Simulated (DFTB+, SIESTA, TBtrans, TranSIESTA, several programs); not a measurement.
# Transport through C chain with one bond drawn out by 0.8 Å, part 2 of 2

Which level of theory is enough for the transmission of C chain with one bond drawn out by 0.8 Å? The current runs along the third cell vector; the first and last atoms are layers of the leads.

SIESTA 5.4.2, TranSIESTA 5.4.2, TBtrans 5.4.2, DFTB+ 25.1 with libNEGF and DFTB+ 25.1; PBE, numerical atomic orbitals (DZP), PseudoDojo norm-conserving files converted to PSML; other levels are named step by step (the session's first sound run).

So far, transmission at the Fermi level: step 4 (transmission at zero bias, case PBE, DZP) 0.494; step 6 (case basis SZP) 0.457; step 8 (DFTB+, DFTB with the mio-1-1 Slater-Koster , case DFTB, mio) 0.204. Also open channels of the lead: step 4 2.00; step 6 2.00.

## 9. T(E) at 0 V, case DFTB without charge response

This step: DFTB with the cp2k-nonscc Slater-Koster set, no charge response, Green functions (DFTB+ 25.1 with libNEGF).

Changed here: DFTB without charge response. A cheaper Hamiltonian on the same geometry shows what the approximation costs. The hoppings are cut so that a layer touches its neighbours alone. The energy range is centred on the contact run's Fermi level.

The input, dftb_in.hsd:

```
Geometry = GenFormat {
  <<< "geo.gen"
}
Transport {
  Device {
    AtomRange = 1 16
    FirstLayerAtoms = 1 7 11
  }
  Contact {
    Id = "source"
    AtomRange = 17 28
    Potential [eV] = 0
    Temperature [K] = 300
  }
  Contact {
    Id = "drain"
    AtomRange = 29 40
    Potential [eV] = 0
    Temperature [K] = 300
  }
  Task = UploadContacts {}
}
Hamiltonian = DFTB {
  SCC = No
  SlaterKosterFiles = Type2FileNames {
    Prefix = "skf/"
    Separator = "-"
    Suffix = ".skf"
  }
  MaxAngularMomentum {
    C = "p"
  }
  PolynomialRepulsive = SetForAll { Yes }
  TruncateSKRange = {
    SKMaxDistance [Angstrom] = 5.76
    HardCutoff = Yes
  }
  Filling = Fermi {
    Temperature [K] = 300
  }
  Solver = TransportOnly {}
}
Analysis {
  TunnelingAndDos {
    EnergyRange [eV] = -7.0591 -3.0591
    EnergyStep [eV] = 0.025
    Delta = 1e-05
    Region {
      Atoms = 7:10
      Label = "channel"
    }
  }
}
ParserOptions {
  ParserVersion = 14
}
```

The input, geo.gen:

```
40 C
  C
   1 1     4.500000     4.500000     0.640000
   2 1     4.500000     4.500000     1.920000
   3 1     4.500000     4.500000     3.200000
   4 1     4.500000     4.500000     4.480000
   5 1     4.500000     4.500000     5.760000
   6 1     4.500000     4.500000     7.040000
   7 1     4.500000     4.500000     8.320000
   8 1     4.500000     4.500000     9.600000
   9 1     4.500000     4.500000    11.680000
  10 1     4.500000     4.500000    12.960000
  11 1     4.500000     4.500000    14.240000
  12 1     4.500000     4.500000    15.520000
  13 1     4.500000     4.500000    16.800000
  14 1     4.500000     4.500000    18.080000
  15 1     4.500000     4.500000    19.360000
  16 1     4.500000     4.500000    20.640000
  17 1     4.500000     4.500000    -7.040000
  18 1     4.500000     4.500000    -5.760000
  19 1     4.500000     4.500000    -4.480000
  20 1     4.500000     4.500000    -3.200000
  21 1     4.500000     4.500000    -1.920000
  22 1     4.500000     4.500000    -0.640000
  23 1     4.500000     4.500000   -14.720000
  24 1     4.500000     4.500000   -13.440000
  25 1     4.500000     4.500000   -12.160000
  26 1     4.500000     4.500000   -10.880000
  27 1     4.500000     4.500000    -9.600000
  28 1     4.500000     4.500000    -8.320000
  29 1     4.500000     4.500000    21.920000
  30 1     4.500000     4.500000    23.200000
  31 1     4.500000     4.500000    24.480000
  32 1     4.500000     4.500000    25.760000
  33 1     4.500000     4.500000    27.040000
  34 1     4.500000     4.500000    28.320000
  35 1     4.500000     4.500000    29.600000
  36 1     4.500000     4.500000    30.880000
  37 1     4.500000     4.500000    32.160000
  38 1     4.500000     4.500000    33.440000
  39 1     4.500000     4.500000    34.720000
  40 1     4.500000     4.500000    36.000000
```

Run with:

```
$ OMP_NUM_THREADS=1 dftb+ > cp2knonscc.v0.out
```

It took 0.41 s on 1 thread of Intel Xeon at 2.70GHz, shared host; peak memory 0.18 GiB.

One spin. Transmission against energy, zero at the Fermi level:

```tsv
energy (eV)	transmission
-2.000	0.171
-1.900	0.173
-1.800	0.174
-1.700	0.175
-1.600	0.176
-1.500	0.177
-1.400	0.178
-1.300	0.179
-1.200	0.179
-1.100	0.180
-1.000	0.180
-0.900	0.181
-0.800	0.181
-0.700	0.181
-0.600	0.181
-0.500	0.181
-0.450	0.181
-0.400	0.181
-0.300	0.181
-0.200	0.181
-0.100	0.181
0.000	0.181
0.100	0.180
0.200	0.180
0.300	0.179
0.400	0.179
0.500	0.178
0.600	0.178
0.700	0.177
0.800	0.177
0.900	0.176
1.000	0.175
1.100	0.174
1.200	0.173
1.300	0.172
1.400	0.171
1.500	0.171
1.600	0.169
1.700	0.168
1.800	0.167
1.900	0.166
2.000	0.165
```

The conductance is 0.181 G0, 0.37 times that of the case PBE, DZP.

## 10. The junction as a periodic cell, case GFN1-xTB

This step: GFN1-xTB Hamiltonian of the periodic cell between leads' self-energies (DFTB+ 25.1).

Changed here: GFN1-xTB. A cheaper Hamiltonian on the same geometry shows what the approximation costs. The periodic cell gives self-consistent charges, from which the Hamiltonian is then written out; one principal layer of the lead was run in the same way.

The input, dftb_in.hsd:

```
Geometry = GenFormat {
  <<< "geo.gen"
}
Hamiltonian = xTB {
  Method = "GFN1-xTB"
  SccTolerance = 1e-06
  MaxSccIterations = 300
  Mixer = Broyden {
    MixingParameter = 0.1
  }
  Filling = Fermi {
    Temperature [K] = 300
  }
  KPointsAndWeights = SupercellFolding {
    1 0 0
    0 1 0
    0 0 2
    0.0 0.0 0.0
  }
}
Options {
  WriteChargesAsText = Yes
}
Analysis {
  MullikenAnalysis = Yes
  PrintForces = Yes
}
ParserOptions {
  ParserVersion = 14
}
```

The input, geo.gen:

```
16 S
  C
   1 1     4.500000     4.500000     0.640000
   2 1     4.500000     4.500000     1.920000
   3 1     4.500000     4.500000     3.200000
   4 1     4.500000     4.500000     4.480000
   5 1     4.500000     4.500000     5.760000
   6 1     4.500000     4.500000     7.040000
   7 1     4.500000     4.500000     8.320000
   8 1     4.500000     4.500000     9.600000
   9 1     4.500000     4.500000    11.680000
  10 1     4.500000     4.500000    12.960000
  11 1     4.500000     4.500000    14.240000
  12 1     4.500000     4.500000    15.520000
  13 1     4.500000     4.500000    16.800000
  14 1     4.500000     4.500000    18.080000
  15 1     4.500000     4.500000    19.360000
  16 1     4.500000     4.500000    20.640000
  0.0 0.0 0.0
  9.000000 0.000000 0.000000
  0.000000 9.000000 0.000000
  0.000000 0.000000 21.280000
```

Run with:

```
$ OMP_NUM_THREADS=1 dftb+ > dftb.out
```

Elapsed: 0.17 s, on 1 thread; peak memory 0.18 GiB.

Numbers from this step:

```yaml
fermi_energy: -10.15 eV
```

## 11. T(E) at 0 V, case GFN1-xTB

The input, run.py:

```python
import json, re
import numpy as np
from numpy.linalg import inv, eigh, eigvalsh

Ha = 27.211386
n_lead, slices = 6, [0, 6, 10]      # atoms of a principal layer; first atom of each slice of the device
order = list(range(16))      # atoms of the device by height
energies = np.arange(-2.0125, 2.0125 + 1e-9, 0.025)
eta, temperature, mesh, align = 0.0001, 300, (1, 1), True


def read(path):
    """Blocks (atom, neighbour, cell, matrix) of hamreal1.dat or overreal.dat."""
    words = re.sub(r'#.*', '', open(path).read()).split()
    n = int(words[0])
    norb = [int(w) for w in words[3:1 + 3 * n:3]]
    blocks, i = [], 1 + 3 * n
    while i < len(words):
        a, b, cell = int(words[i]) - 1, int(words[i + 2]) - 1, [int(w) for w in words[i + 3:i + 6]]
        m = np.array(words[i + 6:i + 6 + norb[a] * norb[b]], float).reshape(norb[a], norb[b])
        blocks.append((a, b, cell, m))
        i += 6 + m.size
    return np.r_[0, np.cumsum(norb)], blocks


def matrix(data, k, R):
    """The block between cell 0 and cell R along the current, at wave vector k across it."""
    at, blocks = data
    M = np.zeros((at[-1], at[-1]), complex)
    for a, b, c, m in blocks:
        phase = np.exp(2j * np.pi * (k[0] * c[0] + k[1] * c[1]))
        if c[2] == R:
            M[at[a]:at[a + 1], at[b]:at[b + 1]] += m * phase
        if c[2] == -R and a != b:      # a pair of unlike atoms is listed once
            M[at[b]:at[b + 1], at[a]:at[a + 1]] += m.T * phase.conjugate()
    return M


def fermi_level(folder):
    return float(re.search(r'Fermi level:.*H +(\S+) eV', open(folder + '/detailed.out').read())[1])


def surface(a0, a1):
    es, e, a, b = a0.copy(), a0.copy(), a1[0].copy(), a1[1].copy()
    for _ in range(200):
        g = inv(e)
        ag, bg = a @ g, b @ g
        es, e = es - ag @ b, e - ag @ b - bg @ a
        a, b = -ag @ a, -bg @ b
        if abs(a).max() < 1e-11:
            break
    return inv(es)


files = {f: [read(f'{f}/{x}') for x in ('hamreal1.dat', 'overreal.dat')] for f in ('lead', 'device')}
fermi = fermi_level('device')
at = files['device'][0][0]
cut = [np.concatenate([np.arange(at[a], at[a + 1]) for a in order[i:j]]) for i, j in zip(slices, slices[1:] + [len(order)])]
points = [(i, j) for i in range(mesh[0]) for j in range(mesh[1]) if (i, j) <= (-i % mesh[0], -j % mesh[1])]
weights = [(1 if (i, j) == (-i % mesh[0], -j % mesh[1]) else 2) / (mesh[0] * mesh[1]) for i, j in points]
T, N, top, tail, dropped = np.zeros(len(energies)), np.zeros(len(energies)), np.zeros((3, len(energies))), 0.0, 0.0
for (i, j), w in zip(points, weights):
    k = (i / mesh[0], j / mesh[1])
    H, S = Ha * matrix(files['device'][0], k, 0), matrix(files['device'][1], k, 0)
    (H0, H1, H2), (S0, S1) = [Ha * matrix(files['lead'][0], k, R) for R in range(3)], [matrix(files['lead'][1], k, R) for R in range(2)]
    n = len(H0)
    shift = np.mean(np.diag(H)[:n] - np.diag(H0)).real if align else fermi - fermi_level('lead')
    H0, H1, zero = H0 + shift * S0, H1 + shift * S1, fermi_level('lead') + shift
    tail = max(tail, abs(H2).max())
    dropped = max([dropped] + [abs(H[np.ix_(a, b)]).max() for a, b in zip(cut, cut[2:])])
    for m, e in enumerate(energies):
        z = zero + e + 1j * eta
        a0, up, down = z * S0 - H0, z * S1 - H1, z * S1.conj().T - H1.conj().T
        sl, sr = down @ surface(a0, (down, up)) @ up, up @ surface(a0, (up, down)) @ down
        gl, gr = 1j * (sl - sl.conj().T), 1j * (sr - sr.conj().T)
        A = (zero + e) * S - H
        g = g1 = inv(A[np.ix_(cut[0], cut[0])] - sl)
        for a, b in zip(cut, cut[1:]):
            v = A[np.ix_(a, b)]
            g = inv(A[np.ix_(b, b)] - v.conj().T @ g @ v - (sr if b is cut[-1] else 0))
            g1 = -g1 @ v @ g
        x, u = eigh(gl)
        root = u * np.sqrt(x.clip(0))
        t = eigvalsh(root.conj().T @ g1 @ gr @ g1.conj().T @ root)[::-1].clip(0)
        bulk = inv(a0 - sl - sr)
        T[m] += w * t.sum()
        N[m] += w * np.trace(gl @ bulk @ gr @ bulk.conj().T).real
        top[:, m] += w * t[:3]

print(f'orbitals: device {at[-1]}, principal layer {n}; slices {len(cut)}; k points {len(points)}')
print(f'Fermi level of the device cell {fermi:.4f} eV; shift of the lead {shift:.4f} eV; zero of energy (Fermi level of the lead) {zero:.4f} eV')
print(f'largest element left out: past the next layer of the lead {tail:.1e} eV, between slices {dropped:.1e} eV')
print('  E-E_F (eV)   T (one spin)   channels   three largest eigenchannels')
for row in zip(energies, T, N, *top):
    print('%10.3f  %12.4e  %9.4f  %10.3e %10.3e %10.3e' % row)
kT = 8.617333e-5 * temperature
fine = np.linspace(energies[0], energies[-1], 6001)
y = np.exp(np.interp(fine, energies, np.log(T + 1e-30)))
f = 1 / (1 + np.exp(np.clip(fine / kT, -200, 200)))
G = np.trapezoid(y * f * (1 - f) / kT, fine)
seebeck = -np.trapezoid(y * f * (1 - f) / kT * fine, fine) / (G * temperature) * 1e6
print(f'conductance at {temperature} K: {G:.5g} G0 a cell; thermopower {seebeck:.4g} uV/K')
json.dump(dict(E=energies.tolist(), T=T.tolist(), N=N.tolist(), top=top.tolist(), G=G, seebeck=seebeck, tail=tail, dropped=dropped,
               shift=shift, orbitals=int(at[-1]), lead=n), open('result.json', 'w'))
```

device/dftb_in.hsd, as its differences from dftb_in.hsd of step 10:

```diff
@@ -19,9 +19,7 @@
   }
+  ReadInitialCharges = Yes
 }
 Options {
-  WriteChargesAsText = Yes
-}
-Analysis {
-  MullikenAnalysis = Yes
-  PrintForces = Yes
+  ReadChargesAsText = Yes
+  WriteRealHS = Yes
 }
```

Run with:

```
$ (cd lead && OMP_NUM_THREADS=1 dftb+ > dump.out)
$ (cd device && OMP_NUM_THREADS=1 dftb+ > dump.out)
$ OMP_NUM_THREADS=1 python run.py
```

The job ended after 0.75 s (1 thread; peak memory 0.18 GiB).

One spin. The transmission by energy, zero at the Fermi level:

```tsv
energy (eV)	transmission
-1.988	0.196
-1.913	0.200
-1.812	0.203
-1.712	0.207
-1.613	0.210
-1.512	0.213
-1.413	0.216
-1.312	0.219
-1.212	0.222
-1.113	0.224
-1.012	0.227
-0.912	0.229
-0.812	0.230
-0.713	0.232
-0.613	0.234
-0.512	0.235
-0.412	0.236
-0.312	0.237
-0.212	0.237
-0.113	0.238
-0.013	0.238
0.113	0.239
0.212	0.239
0.312	0.239
0.412	0.238
0.512	0.238
0.613	0.238
0.713	0.237
0.812	0.237
0.912	0.236
0.988	0.236
1.113	0.235
1.212	0.234
1.288	0.233
1.413	0.232
1.488	0.232
1.613	0.230
1.712	0.229
1.788	0.228
1.913	0.226
1.988	0.225
```

The conductance is 0.238 G0, 0.48 times that of the case PBE, DZP. The largest eigenchannels at the Fermi level pass 0.12 and 0.12.

## 12. The junction as a periodic cell, case GFN2-xTB

This step: GFN2-xTB Hamiltonian of the periodic cell between leads' self-energies (DFTB+ 25.1).

Changed here: GFN2-xTB. A cheaper Hamiltonian on the same geometry shows what the approximation costs.

dftb_in.hsd, as its differences from that of step 10:

```diff
@@ -4,3 +4,3 @@
 Hamiltonian = xTB {
-  Method = "GFN1-xTB"
+  Method = "GFN2-xTB"
   SccTolerance = 1e-06
```

geo.gen is that of step 10.

Run with:

```
$ OMP_NUM_THREADS=1 dftb+ > dftb.out
```

Run time: 0.77 s. Hardware: 1 thread; peak memory 0.18 GiB.

This step gave:

```
Fermi energy : -9.364 eV
```

## 13. T(E) at 0 V, case GFN2-xTB

run.py is that of step 11.

device/dftb_in.hsd, as its differences from that of step 11:

```diff
@@ -4,3 +4,3 @@
 Hamiltonian = xTB {
-  Method = "GFN1-xTB"
+  Method = "GFN2-xTB"
   SccTolerance = 1e-06
```

Run with:

```
$ (cd lead && OMP_NUM_THREADS=1 dftb+ > dump.out)
$ (cd device && OMP_NUM_THREADS=1 dftb+ > dump.out)
$ OMP_NUM_THREADS=1 python run.py
```

Wall time 1.1 s (1 thread); peak memory 0.18 GiB.

One spin. Table of transmission by energy, zero at the Fermi level:

```tsv
energy (eV)	transmission
-1.988	0.179
-1.812	0.187
-1.613	0.195
-1.413	0.202
-1.212	0.208
-1.012	0.214
-0.812	0.218
-0.613	0.222
-0.412	0.225
-0.212	0.228
-0.013	0.230
0.212	0.233
0.412	0.234
0.613	0.236
0.812	0.237
0.988	0.238
1.212	0.239
1.413	0.238
1.613	0.237
1.788	0.236
1.988	0.233
```

The conductance is 0.230 G0, 0.47 times that of the case PBE, DZP. The largest eigenchannels at the Fermi level pass 0.12 and 0.12.

## 14. Levels compared

This step: transmission of one junction over levels of basis, functional and code, with cost (several programs post-processed).

The levels are set side by side. They share one geometry, unless a row names other leads, so they differ by the settings that each row names.

Times from shared hosts. Ladder, by row:

```tsv
level	program	T at E_F, sum over listed spins	conductance (G0)	r.m.s. of T(E) from the first row	core-minutes, all zero-bias steps
PBE, DZP	TBtrans	0.494	0.494	0	1.62
basis SZP	TBtrans	0.457	0.457	0.04251	1.32
DFTB, mio	DFTB+	0.2044	0.2044	0.292	0.07
DFTB without charge response	DFTB+	0.1806	0.1806	0.3124	0.01
GFN1-xTB	DFTB+	0.2384	0.2383	0.2592	0.02
GFN2-xTB	DFTB+	0.2303	0.2303	0.2632	0.03
```

1e-10 stands for smaller values and for energies where a level's lead has no channel. The transmission by energy, zero at the Fermi level:

```tsv
energy (eV)	PBE, DZP	basis SZP	DFTB, mio	DFTB without charge response	GFN1-xTB	GFN2-xTB
-2.0000	0.354	0.310	0.172	0.171	0.196	0.178
-1.7500	0.376	0.334	0.181	0.175	0.206	0.189
-1.5000	0.397	0.356	0.189	0.177	0.214	0.199
-1.2500	0.417	0.377	0.196	0.179	0.221	0.207
-1.0000	0.435	0.397	0.201	0.180	0.227	0.214
-0.7500	0.452	0.414	0.205	0.181	0.232	0.220
-0.5000	0.467	0.430	0.206	0.181	0.235	0.224
-0.2500	0.481	0.445	0.206	0.181	0.237	0.227
0.0000	0.494	0.457	0.204	0.181	0.238	0.230
0.2500	0.506	0.468	0.202	0.180	0.239	0.233
0.5000	0.517	0.477	0.200	0.178	0.238	0.235
0.7500	0.527	0.485	0.198	0.177	0.237	0.237
1.0000	0.536	0.492	0.196	0.175	0.236	0.238
1.2500	0.544	0.497	0.194	0.173	0.234	0.239
1.5000	0.552	0.502	0.193	0.171	0.231	0.238
1.7500	0.560	0.506	0.191	0.168	0.228	0.236
2.0000	0.566	0.509	0.190	0.165	0.225	0.233
```

## 15. Outcome

| Property | Result |
| --- | --- |
| conductance, PBE, DZP | 0.494 G₀ |
| conductance, basis SZP | 0.457 G₀ |
| conductance, DFTB, mio | 0.204 G₀ |
| conductance, DFTB without charge response | 0.181 G₀ |
| conductance, GFN1-xTB | 0.238 G₀ |
| conductance, GFN2-xTB | 0.230 G₀ |

In words: GFN2-xTB (0.33 eV) needed a shift of over 0.3 eV to line the lead's levels up with the cell's. The conductance is 0.494 G0 by PBE, DZP and spans 0.181 (DFTB without charge response) to 0.494 G0 (PBE, DZP) over the 6 levels of the ladder counted here; side tests aren't counted. So the choice decides the result. In the case PBE, DZP the junction passes 25 % of what the lead's channels allow. Among rungs that give a conductance the cost spans 0.01 to 1.6 core-minutes on shared hosts, where costs within about 30 % count as alike and the number of cycles enters too; among the ladder's rungs the cheapest within 10 % of the conductance by PBE, DZP is basis SZP or PBE, DZP, a match at the Fermi level that need not hold over the whole curve. The geometry stands as built, unrelaxed. The leads are evenly spaced chains of single atoms, an idealisation: real ones can dimerise or buckle, and some carry moments. The tight-binding rungs are rough beside density functional theory. Of the session's 19 records, 6 are not shown: repeated electrode runs and relaxations, cycles of the same form as earlier ones, some side tests of settings, or summaries that rest on unsound runs.

[Logs are printed without paths, hosts, clocks, repeated set-up lines and the standing remarks that a program may print on its own settings, such as how far it seeks lower states.]

[Hosts, paths, dates, database ids (printed as entryN), source tags and the programs' standing remarks are cut or masked in the printed files.]
